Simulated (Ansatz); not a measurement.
## La2C (built on the sites of a database entry of Sc2C): the cell at rest: bringing the structure to rest, k-mesh 15×15×6

Ansatz 0.2.0; DFT PBEsol, scalar-relativistic, plane waves, norm-conserving pseudopotentials.

The structure was built from a prototype and need not be the compound's stable phase.

Symmetry: P-3m1, No. 164, trigonal system. The conventional cell has a = 3.661 Å, b = 3.661 Å, c = 6.797 Å, α = 90.00°, β = 90.00°, γ = 120.00°. La has 3 C at 2.56 Å nearest. Nearest to C lie 6 La at 2.56 Å. Farther neighbours are not listed.

Step by step:

| step | energy less that of the first step (eV) | largest force component (eV/Å) | pressure (GPa) | volume (Å³) |
| --- | --- | --- | --- | --- |
| 1 | 0.0000 | 0.0286 | 0.07 | 78.88 |
| 2 | 0.0029 | 0.1995 | -0.38 | 78.50 |
| 3 | -0.0001 | 0.0008 | 0.01 | 78.77 |
| 4* | -0.0001 | 0.0008 | 0.01 | 78.77 |

Relaxation steps marked * repeat the geometry before them on a plane-wave basis chosen anew for their cell, so energy and pressure can jump there. Relaxation step 2 was tried and not accepted.

The run keeps the 12 symmetry operations that it works with, so distortions that break them were not tested.

| conventional cell, symmetrised | before | after | change |
| --- | --- | --- | --- |
| a (Å) | 3.661 | 3.661 | +0.0 % |
| b (Å) | 3.661 | 3.661 | +0.0 % |
| c (Å) | 6.797 | 6.786 | -0.2 % |
| volume (Å³/atom) | 26.29 | 26.26 | -0.1 % |

Final coordinates:

```
La C
1.0
     3.66117    0.00000    0.00000
    -1.83058    3.17067    0.00000
     0.00000    0.00000    6.78593
La C
2 1
Direct
  0.66667 0.33333 0.71196
  0.33333 0.66667 0.28804
  0.00000 0.00000 0.50000
```

Numbers from this step:

```yaml
pressure: 0.01199 GPa
volume_per_atom: 26.26 Å³
```

**Question.** Which input gives these results?

The system, level and task follow from the heading and the kind of results. Meshes, cutoffs and thresholds can't be read from the results; these are the ones that the run used.

File input.yaml:

```yaml
crystal:
  lattice:
    - [3.6606785945, -2.7225e-06, 0.0]
    - [-1.8303369395, 3.1702420192, 0.0]
    - [0.0, 0.0, 6.7971248218]
  atoms:
    - { symbol: La, position: [0.6666666667, 0.3333333333, 0.7113744449] }
    - { symbol: La, position: [0.3333333333, 0.6666666667, 0.2886255551] }
    - { symbol: C, position: [0.0, 0.0, 0.5] }
kpoints:
  mp_grid: { grid: [15, 15, 6] }
hamiltonian:
  xc: pbesol
  pseudopotentials: { kind: nc }
scf:
  occupations: { method: gaussian, width: 0.1 }
output:
  forces: true
  stress: true
  eigenvalues: true
relax:
  adjacent_minimum: "off"
  f_tol: 0.005
  max_steps: 80
  cell: { stress_tol: 0.05 }
```

On the command line:

```
$ ansatz run input.yaml --threads 8 --pin off --max-ram 14336MiB --backend cpu --events-out ev --progress --plain --runs-dir out
```

[Logs are printed without paths, hosts, clocks, repeated set-up lines and the standing remarks that a program may print on its own settings, such as how far it seeks lower states.]

[Hosts, paths, dates, database ids (printed as entryN), source tags and the programs' standing remarks are cut or masked in the printed files.]
